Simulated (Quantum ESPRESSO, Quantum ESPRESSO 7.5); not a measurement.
**Pd(111), 5 layers: solver and mixing choices**

Wanted: time, iterations and memory of Pd(111), 5 layers by eigensolver and mixing.

Calculated with Quantum ESPRESSO 7.5; plane-wave DFT, PBE, SSSP efficiency pseudopotentials.

**1. Starting point**

The cell holds 5 atoms: 5 Pd. Its edges and angles: a = 2.751 Å, b = 2.751 Å, c = 24.984 Å, α = 90.0°, β = 90.0°, γ = 60.0°. It derives from Pd. Vacuum lies along c.

Coordinates:

```cif
data_structure
_symmetry_space_group_name_H-M 'P 1'
_symmetry_Int_Tables_number 1
_cell_length_a 2.7506
_cell_length_b 2.7506
_cell_length_c 24.9836
_cell_angle_alpha 90.000
_cell_angle_beta 90.000
_cell_angle_gamma 60.000
_cell_volume 163.70
loop_
_atom_site_label
_atom_site_type_symbol
_atom_site_fract_x
_atom_site_fract_y
_atom_site_fract_z
_atom_site_occupancy
Pd1 Pd 0.66667 0.66667 0.82021 1
Pd2 Pd 0.00000 0.00000 0.91011 1
Pd3 Pd 0.33333 0.33333 0.00000 1
Pd4 Pd 0.66667 0.66667 0.08989 1
Pd5 Pd 0.00000 0.00000 0.17979 1
```

**2. Self-consistent run: david, local-TF mixing, beta 0.4, history 8**

The first run is the reference of the series.

c0.in

```
&control
  prefix = 'c0'
  outdir = './out'
  pseudo_dir = './pseudo'
  calculation = 'scf'
  tprnfor = .true.
/
&system
  ibrav = 0
  nat = 5
  ntyp = 1
  ecutwfc = 45
  ecutrho = 360
  occupations = 'smearing'
  smearing = 'mv'
  degauss = 0.02
  assume_isolated = 'esm'
  esm_bc = 'bc1'
/
&electrons
  conv_thr = 1e-07
  mixing_beta = 0.4
  electron_maxstep = 80
  mixing_mode = 'local-TF'
  diagonalization = 'david'
  mixing_ndim = 8
/
ATOMIC_SPECIES
  Pd  106.4200  Pd_ONCV_PBE-1.0.oncvpsp.upf
CELL_PARAMETERS angstrom
  2.75064537881567 0.00000000000000 0.00000000000000
  1.37532268940783 2.38212877485664 0.00000000000000
  0.00000000000000 0.00000000000000 24.98357018859058
ATOMIC_POSITIONS crystal
  Pd  0.666666666700 0.666666666700 -0.179789560114
  Pd  0.000000000000 0.000000000000 -0.089894780057
  Pd  0.333333333300 0.333333333300 0.000000000000
  Pd  0.666666666700 0.666666666700 0.089894780057
  Pd  0.000000000000 0.000000000000 0.179789560114
K_POINTS automatic
  12 12 1 0 0 0
```

On the command line:

```bash
$ OMP_NUM_THREADS=1 mpirun -n 4 pw.x -nk 4 -in c0.in > c0.out
```

The program printed:

```text
Program PWSCF v.7.5 starts
[citation notice left out]

     Parallel version (MPI & OpenMP), running on       4 processor cores
     Number of MPI processes:                 4
     Threads/MPI process:                     1

     MPI processes distributed on     1 nodes
[...]
Current dimensions of program PWSCF are:
     Max number of different atomic species (ntypx) = 10
     Max number of k-points (npk) =  40000
     Max angular momentum in pseudopotentials (lmaxx) =  4
     Message from routine setup:
     no reason to have ecutrho>4*ecutwfc
     Message from routine setup:
     using ibrav=0 with symmetry is DISCOURAGED, use correct ibrav instead

     K-points division:     npool     =       4
     Subspace diagonalization in iterative solution of the eigenvalue problem:
     a serial algorithm will be used

     G-vector sticks info
     --------------------
     sticks:   dense  smooth     PW     G-vecs:    dense   smooth      PW
     Sum         673     337    109               127545    44937    8347

     Using Slab Decomposition

     bravais-lattice index     =            0
     lattice parameter (alat)  =       5.1980  a.u.
     unit-cell volume          =    1104.7168 (a.u.)^3
     number of atoms/cell      =            5
     number of atomic types    =            1
     number of electrons       =        90.00
     number of Kohn-Sham states=           54
     kinetic-energy cutoff     =      45.0000  Ry
     charge density cutoff     =     360.0000  Ry
     scf convergence threshold =      1.0E-07
     mixing beta               =       0.4000
     number of iterations used =            8  local-TF  mixing
     Exchange-correlation= PBE
                           (   1   4   3   4   0   0   0)

     Effective Screening Medium Method
     =================================
     Boundary Conditions: Vacuum-Slab-Vacuum
     total charge in unit cell        =   0.0000
     grid points for fit at edges     =        4

     celldm(1)=   5.197966  celldm(2)=   0.000000  celldm(3)=   0.000000
     celldm(4)=   0.000000  celldm(5)=   0.000000  celldm(6)=   0.000000

     crystal axes: (cart. coord. in units of alat)
               a(1) = (   1.000000   0.000000   0.000000 )
               a(2) = (   0.500000   0.866025   0.000000 )
               a(3) = (   0.000000   0.000000   9.082803 )

     reciprocal axes: (cart. coord. in units 2 pi/alat)
               b(1) = (  1.000000 -0.577350  0.000000 )
               b(2) = (  0.000000  1.154701  0.000000 )
               b(3) = (  0.000000  0.000000  0.110098 )

     PseudoPot. # 1 for Pd read from file:
     ./pseudo/Pd_ONCV_PBE-1.0.oncvpsp.upf
     Pseudo is Norm-conserving, Zval = 18.0
     Generated using ONCVPSP code by D. R. Hamann
     Using radial grid of 1410 points,  6 beta functions with:
                l(1) =   0
                l(2) =   0
                l(3) =   1
                l(4) =   1
                l(5) =   2
                l(6) =   2

     atomic species   valence    mass     pseudopotential
     Pd               18.00   106.42000     Pd( 1.00)

     12 Sym. Ops., with inversion, found ( 6 have fractional translation)

   Cartesian axes

     site n.     atom                  positions (alat units)
         1        Pd     tau(   1) = (   1.0000000   0.5773503  -1.6329932  )
         2        Pd     tau(   2) = (   0.0000000   0.0000000  -0.8164966  )
         3        Pd     tau(   3) = (   0.5000000   0.2886751   0.0000000  )
         4        Pd     tau(   4) = (   1.0000000   0.5773503   0.8164966  )
         5        Pd     tau(   5) = (   0.0000000   0.0000000   1.6329932  )

     number of k points=    19  Marzari-Vanderbilt smearing, width (Ry)=  0.0200
                       cart. coord. in units 2pi/alat
        k(    1) = (   0.0000000   0.0000000   0.0000000), wk =   0.0138889
        k(    2) = (   0.0000000   0.0962250   0.0000000), wk =   0.0833333
        k(    3) = (   0.0000000   0.1924501   0.0000000), wk =   0.0833333
        k(    4) = (   0.0000000   0.2886751   0.0000000), wk =   0.0833333
        k(    5) = (   0.0000000   0.3849002   0.0000000), wk =   0.0833333
        k(    6) = (   0.0000000   0.4811252   0.0000000), wk =   0.0833333
        k(    7) = (   0.0000000  -0.5773503   0.0000000), wk =   0.0416667
        k(    8) = (   0.0833333   0.1443376   0.0000000), wk =   0.0833333
        k(    9) = (   0.0833333   0.2405626   0.0000000), wk =   0.1666667
        k(   10) = (   0.0833333   0.3367877   0.0000000), wk =   0.1666667
[...]
k(   19) = (   0.3333333  -0.5773503   0.0000000), wk =   0.0277778

     Dense  grid:   127545 G-vectors     FFT dimensions: (  36,  36, 288)

     Smooth grid:    44937 G-vectors     FFT dimensions: (  24,  24, 216)

     Estimated max dynamical RAM per process >     168.62 MB

     Estimated total dynamical RAM >     581.07 MB

     Initial potential from superposition of free atoms

     starting charge      89.9982, renormalised to      90.0000

     negative rho (up, down):  6.040E-07 0.000E+00
     Starting wfcs are   50 randomized atomic wfcs +    4 random wfcs

     total cpu time spent up to now is        1.4 secs

     per-process dynamical memory:    99.8 Mb

     Self-consistent Calculation

     iteration #  1     ecut=    45.00 Ry     beta= 0.40
     Davidson diagonalization with overlap
     ethr =  1.00E-02,  avg # of iterations = 11.2

     Threshold (ethr) on eigenvalues was too large:
     Diagonalizing with lowered threshold

     Davidson diagonalization with overlap
     ethr =  6.81E-04,  avg # of iterations =  2.1

     total cpu time spent up to now is        8.1 secs

     total energy              =   -1265.93698593 Ry
     estimated scf accuracy    <       0.59665320 Ry

     iteration #  2     ecut=    45.00 Ry     beta= 0.40
[...]
total energy              =   -1265.86005104 Ry
     estimated scf accuracy    <       0.34134705 Ry

     iteration #  3     ecut=    45.00 Ry     beta= 0.40
[...]
c_bands:  1 eigenvalues not converged
     c_bands:  1 eigenvalues not converged
     c_bands:  3 eigenvalues not converged
     c_bands:  1 eigenvalues not converged
[...]
total energy              =   -1265.94632773 Ry
     estimated scf accuracy    <       0.10713820 Ry

     iteration #  4     ecut=    45.00 Ry     beta= 0.40
[...]
c_bands:  1 eigenvalues not converged
     c_bands:  2 eigenvalues not converged
[...]
total energy              =   -1265.94713751 Ry
     estimated scf accuracy    <       0.01688261 Ry

     iteration # 13     ecut=    45.00 Ry     beta= 0.40
[...]
negative rho (up, down):  5.076E-03 0.000E+00

[...]
total energy              =   -1265.94929887 Ry
     estimated scf accuracy    <       0.00061484 Ry

     iteration # 14     ecut=    45.00 Ry     beta= 0.40
[...]
c_bands:  1 eigenvalues not converged
     c_bands:  1 eigenvalues not converged
[...]
negative rho (up, down):  4.722E-03 0.000E+00

[...]
total energy              =   -1265.94742056 Ry
     estimated scf accuracy    <       0.00260565 Ry

     iteration # 15     ecut=    45.00 Ry     beta= 0.40
[...]
negative rho (up, down):  1.212E-03 0.000E+00

[...]
total energy              =   -1265.94636431 Ry
     estimated scf accuracy    <       0.00060274 Ry

     iteration # 16     ecut=    45.00 Ry     beta= 0.40
[...]
negative rho (up, down):  2.037E-04 0.000E+00

[...]
total energy              =   -1265.94557270 Ry
     estimated scf accuracy    <       0.00097859 Ry

     iteration # 17     ecut=    45.00 Ry     beta= 0.40
[...]
negative rho (up, down):  1.234E-04 0.000E+00

[...]
total energy              =   -1265.94503585 Ry
     estimated scf accuracy    <       0.00063449 Ry

     iteration # 18     ecut=    45.00 Ry     beta= 0.40
[...]
negative rho (up, down):  2.191E-04 0.000E+00

[...]
total energy              =   -1265.94521843 Ry
     estimated scf accuracy    <       0.00000704 Ry

     iteration # 19     ecut=    45.00 Ry     beta= 0.40
[...]
negative rho (up, down):  2.612E-04 0.000E+00

[...]
total energy              =   -1265.94528053 Ry
     estimated scf accuracy    <       0.00002400 Ry

     iteration # 20     ecut=    45.00 Ry     beta= 0.40
[...]
negative rho (up, down):  2.194E-04 0.000E+00

[...]
total energy              =   -1265.94523937 Ry
     estimated scf accuracy    <       0.00001112 Ry

     iteration # 21     ecut=    45.00 Ry     beta= 0.40
[...]
negative rho (up, down):  1.274E-04 0.000E+00

[...]
total energy              =   -1265.94518763 Ry
     estimated scf accuracy    <       0.00000233 Ry

     iteration # 22     ecut=    45.00 Ry     beta= 0.40
[...]
negative rho (up, down):  2.421E-05 0.000E+00

[...]
total energy              =   -1265.94504839 Ry
     estimated scf accuracy    <       0.00001008 Ry

     iteration # 23     ecut=    45.00 Ry     beta= 0.40
[...]
End of self-consistent calculation

          k = 0.0000 0.0000 0.0000 (  5741 PWs)   bands (ev):

   -89.4811 -89.4175 -89.4116 -89.0388 -89.0388 -55.3322 -55.1609 -55.0408
   -55.0183 -55.0183 -54.9598 -54.9598 -54.9523 -54.9523 -54.6653 -54.6653
   -54.6653 -54.6653 -54.5689 -54.5677 -12.0669 -11.2260 -10.5549 -10.2628
   -10.1846  -8.1687  -8.0678  -8.0582  -8.0582  -7.9828  -7.9828  -7.8588
    -7.8588  -7.6301  -7.5973  -7.5973  -7.5700  -7.5700  -6.4932  -6.4932
    -6.4042  -6.3570  -6.3570  -6.0038  -6.0038  -5.5289  -5.5289  -5.3032
    -5.3032  -4.5564  -3.8544  -0.2459   0.1331   0.9102

          k = 0.0000 0.0962 0.0000 (  5717 PWs)   bands (ev):

   -89.4783 -89.4150 -89.4095 -89.0364 -89.0364 -55.3256 -55.1609 -55.0461
   -55.0354 -55.0242 -54.9778 -54.9737 -54.9651 -54.9569 -54.6862 -54.6861
   -54.6704 -54.6704 -54.5666 -54.5657 -11.8472 -11.0149 -10.3699 -10.0699
   -10.0012  -8.3116  -8.2592  -8.1754  -7.9450  -7.9163  -7.8988  -7.8855
    -7.7665  -7.7164  -7.6381  -7.5459  -7.4777  -7.4311  -6.9709  -6.6133
    -6.6099  -6.3293  -6.2790  -6.0031  -5.9850  -5.8635  -5.5268  -5.2933
    -5.2581  -3.9134  -3.0681  -0.0641   0.3300   1.0769

          k = 0.0000 0.1925 0.0000 (  5683 PWs)   bands (ev):

   -89.4708 -89.4083 -89.4036 -89.0298 -89.0298 -55.3078 -55.1691 -55.0831
   -55.0632 -55.0402 -55.0344 -55.0124 -54.9795 -54.9694 -54.7427 -54.7425
   -54.6845 -54.6845 -54.5609 -54.5604 -11.2481 -10.4763  -9.9393  -9.6181
    -9.5398  -8.7385  -8.4874  -8.4500  -8.2319  -7.9632  -7.7945  -7.7015
    -7.6789  -7.5696  -7.5171  -7.4384  -7.3180  -7.2058  -7.0404  -6.8969
    -6.6918  -6.6343  -6.3686  -6.3281  -6.0007  -5.7001  -5.5266  -5.2696
    -4.4753  -2.8620  -1.7001   0.4748   0.9251   1.5637

          k = 0.0000 0.2887 0.0000 (  5652 PWs)   bands (ev):

   -89.4604 -89.3991 -89.3957 -89.0208 -89.0208 -55.2862 -55.2128 -55.1298
   -55.1196 -55.0910 -55.0620 -55.0359 -54.9992 -54.9866 -54.8182 -54.8177
   -54.7036 -54.7035 -54.5537 -54.5535 -10.5278 -10.0175  -9.7733  -9.4067
    -9.3222  -9.0539  -8.8296  -8.5176  -8.3439  -7.9902  -7.8409  -7.6244
    -7.6047  -7.3548  -7.1959  -7.1486  -7.0690  -6.9378  -6.7241  -6.6864
    -6.4938  -6.3400  -6.2951  -6.1540  -5.9429  -5.5318  -5.2426  -5.2212
    -3.6113  -1.7317  -0.2200   1.3477   1.9153   2.3424

          k = 0.0000 0.3849 0.0000 (  5618 PWs)   bands (ev):

   -89.4500 -89.3899 -89.3878 -89.0117 -89.0117 -55.2829 -55.2794 -55.1983
   -55.1672 -55.1022 -55.0835 -55.0534 -55.0187 -55.0039 -54.8906 -54.8898
   -54.7226 -54.7226 -54.5469 -54.5467 -10.2228 -10.1025  -9.8714  -9.7585
    -9.5157  -9.3051  -9.1805  -8.4958  -8.1947  -7.9088  -7.7544  -7.6281
    -7.5209  -7.1929  -6.8759  -6.5651  -6.3682  -6.2062  -6.1393  -5.9633
    -5.9529  -5.7927  -5.6563  -5.6256  -5.5992  -5.4854  -5.2067  -4.5063
    -2.6416  -0.5743   1.2669   2.5030   3.2237   3.3946

          k = 0.0000 0.4811 0.0000 (  5592 PWs)   bands (ev):

   -89.4424 -89.3832 -89.3821 -89.0051 -89.0051 -55.3352 -55.3047 -55.2562
   -55.1629 -55.1129 -55.0992 -55.0692 -55.0330 -55.0166 -54.9404 -54.9382
   -54.7365 -54.7365 -54.5421 -54.5419 -10.3540 -10.2810 -10.0856  -9.9668
    -9.6783  -9.5384  -9.4187  -8.6438  -8.2322  -8.0936  -7.8806  -7.2999
    -7.2700  -7.0976  -6.5157  -6.2916  -5.8934  -5.8003  -5.4705  -5.4635
    -5.4446  -5.3312  -5.2092  -5.1038  -5.0541  -4.5862  -3.8333  -3.2322
    -1.6640   0.1331   2.2915   2.4903   3.0157   3.9504

[...]
the Fermi energy is    -5.2305 ev

!    total energy              =   -1265.94502701 Ry
     estimated scf accuracy    <       0.00000006 Ry
     smearing contrib. (-TS)   =      -0.00018917 Ry
     internal energy E=F+TS    =   -1265.94483784 Ry

     The total energy is F=E-TS. E is the sum of the following terms:
     one-electron contribution =   29943.16253444 Ry
     hartree contribution      =  -14998.12972296 Ry
     xc contribution           =    -124.04846991 Ry
     ewald contribution        =  -16086.92917941 Ry

     convergence has been achieved in  23 iterations

     Forces acting on atoms (cartesian axes, Ry/au):

     atom    1 type  1   force =     0.00000000    0.00000000   -0.01181147
     atom    2 type  1   force =     0.00000000   -0.00000000    0.00325740
     atom    3 type  1   force =     0.00000000    0.00000000    0.00000000
     atom    4 type  1   force =     0.00000000    0.00000000   -0.00325740
     atom    5 type  1   force =     0.00000000   -0.00000000    0.01181147

     Total force =     0.017328     Total SCF correction =     0.001129

[...]
=------------------------------------------------------------------------------=
   JOB DONE.
=------------------------------------------------------------------------------=
[...]
```

It took 1.8 min on 4 MPI ranks of Arm Neoverse V1, shared host; peak memory 0.56 GiB; 7.4 min of CPU time.

This step gave:

- free energy: -17224.0595 eV
- Fermi energy: -5.231 eV
- vacuum line at the lower end of the cell, over the Fermi level: 5.231 eV
- vacuum line at the upper end of the cell, over the Fermi level: 5.231 eV

Electrostatic potential energy of an electron; zero at the Fermi level. Table of potential energy, planar mean by z:

```csv
z (Å),"potential energy, planar mean (eV)"
-12.0,5.23
-11.5,5.23
-11.0,5.23
-10.5,5.23
-10.0,5.23
-9.5,5.23
-9.0,5.23
-8.5,5.23
-8.0,5.23
-7.5,5.21
-7.0,5.17
-6.5,5.00
-6.0,4.33
-5.5,1.56
-5.0,-11.1
-4.5,-33.2
-4.0,-12.0
-3.5,0.456
-3.0,-3.00
-2.5,-25.8
-2.0,-25.9
-1.5,-3.26
-1.0,0.229
-0.5,-11.9
0.0,-33.5
0.5,-11.9
1.0,0.229
1.5,-3.26
2.0,-25.9
2.5,-25.8
3.0,-3.00
3.5,0.456
4.0,-12.0
4.5,-33.2
5.0,-11.1
5.5,1.56
6.0,4.33
6.5,5.00
7.0,5.17
7.5,5.21
8.0,5.23
8.5,5.23
9.0,5.23
9.5,5.23
10.0,5.23
10.5,5.23
11.0,5.23
11.5,5.23
12.0,5.23
```

The program's own clock; routines nest. Time by routine:

```csv
routine,wall time (s),calls
PWSCF,110.1,1
electrons,108.3,1
c_bands,90.13,24
cegterg,81.37,120
h_psi,58.07,1202
fftw,52.21,49670
vloc_psi,48.79,1202
sum_band,8.36,24
mix_rho,5.97,24
calbec,4.75,1222
add_vuspsi,4.55,1202
h_psi:calbec,4.54,1202
ffts,3.94,2080
v_of_rho,3.58,24
```

The vacuum levels are read from the outermost 0.7 Å of the cell on either side.

The run needed 23 iterations to bring the estimated error under 1e-07 Ry; the largest force on any atom, held or free, is 0.30 eV/Å.

Inside the slab this potential holds the local part of the pseudopotentials, which can be repulsive at the nuclei; only its value in the vacuum has a meaning of its own.

**3. Self-consistent run: david, plain mixing, beta 0.4, history 8**

c1.in, as its differences from the input of step 2:

```diff
@@ -1,3 +1,3 @@
 &control
-  prefix = 'c0'
+  prefix = 'c1'
   outdir = './out'
@@ -23,3 +23,3 @@
   electron_maxstep = 80
-  mixing_mode = 'local-TF'
+  mixing_mode = 'plain'
   diagonalization = 'david'
```

On the command line:

```bash
$ OMP_NUM_THREADS=1 mpirun -n 4 pw.x -nk 4 -in c1.in > c1.out
```

The program printed:

```text
[banner, memory and clock lines left out]
Program PWSCF v.7.5 starts
[...]
Message from routine setup:
[...]
Message from routine setup:
[...]
number of electrons       =        90.00
     number of Kohn-Sham states=           54
     kinetic-energy cutoff     =      45.0000  Ry
     charge density cutoff     =     360.0000  Ry
[...]
number of k points=    19  Marzari-Vanderbilt smearing, width (Ry)=  0.0200
[...]
Dense  grid:   127545 G-vectors     FFT dimensions: (  36,  36, 288)
[...]
negative rho (up, down):  6.040E-07 0.000E+00
     Starting wfcs are   50 randomized atomic wfcs +    4 random wfcs
[...]
estimated scf accuracy    <       0.59665320 Ry
[...]
negative rho (up, down):  9.650E-06 0.000E+00
[...]
estimated scf accuracy    <      25.98249480 Ry
[...]
negative rho (up, down):  3.167E-06 0.000E+00
[...]
estimated scf accuracy    <       1.74165499 Ry
[...]
negative rho (up, down):  6.381E-07 0.000E+00
[...]
estimated scf accuracy    <       0.03993588 Ry
[...]
negative rho (up, down):  2.170E-06 0.000E+00
[...]
estimated scf accuracy    <       0.05490452 Ry
[...]
negative rho (up, down):  1.807E-06 0.000E+00
[...]
estimated scf accuracy    <       0.07413856 Ry
[...]
estimated scf accuracy    <       0.04678369 Ry
[...]
estimated scf accuracy    <       0.01731149 Ry
[...]
estimated scf accuracy    <       0.00845282 Ry
[...]
estimated scf accuracy    <       0.00015780 Ry
[...]
estimated scf accuracy    <       0.00007745 Ry
[...]
negative rho (up, down):  2.815E-06 0.000E+00
[...]
estimated scf accuracy    <       0.00024719 Ry
[...]
estimated scf accuracy    <       0.00002588 Ry
[...]
estimated scf accuracy    <       0.00000098 Ry
[...]
estimated scf accuracy    <       0.00000092 Ry
[...]
estimated scf accuracy    <       0.00000018 Ry
[...]
estimated scf accuracy    <       0.00000019 Ry
[...]
the Fermi energy is    -5.2313 ev
!    total energy              =   -1265.94502722 Ry
     estimated scf accuracy    <          7.8E-09 Ry
     smearing contrib. (-TS)   =      -0.00018886 Ry
     internal energy E=F+TS    =   -1265.94483836 Ry
[...]
one-electron contribution =   29943.16177719 Ry
     hartree contribution      =  -14998.13006203 Ry
     xc contribution           =    -124.04737411 Ry
     ewald contribution        =  -16086.92917941 Ry
     convergence has been achieved in  18 iterations
[...]
Total force =     0.016926     Total SCF correction =     0.000692
[...]
```

The job ended after 75 s (4 MPI ranks; peak memory 0.68 GiB; 5 min of CPU time).

This step gave:

```
free energy : -17224.0596 eV
```

The program's own clock; routines nest. Time by routine:

```csv
routine,wall time (s),calls
PWSCF,74.12,1
electrons,72.34,1
c_bands,62.66,19
cegterg,54.45,95
h_psi,39.84,763
fftw,36.6,34772
vloc_psi,33.52,763
sum_band,6.48,19
calbec,3.3,783
h_psi:calbec,3.09,763
add_vuspsi,3.09,763
v_of_rho,2.77,19
cdiaghg,2.18,753
init_run,1.32,1
```

Counted from each run's own zero (the Fermi level), the vacuum level differs from the first run's by +1 meV.

(Part 1 of 3 ends here.)

[Logs are printed without paths, hosts, clocks, repeated set-up lines and the standing remarks that a program may print on its own settings, such as how far it seeks lower states.]

[Hosts, paths, dates, database ids (printed as entryN), source tags and the programs' standing remarks are cut or masked in the printed files.]

[Maps of the electrostatic potential energy from Ansatz leave out the sawtooth potential of an applied field or a dipole correction, so their vacuum need not be flat; planar profiles and work functions include it.]
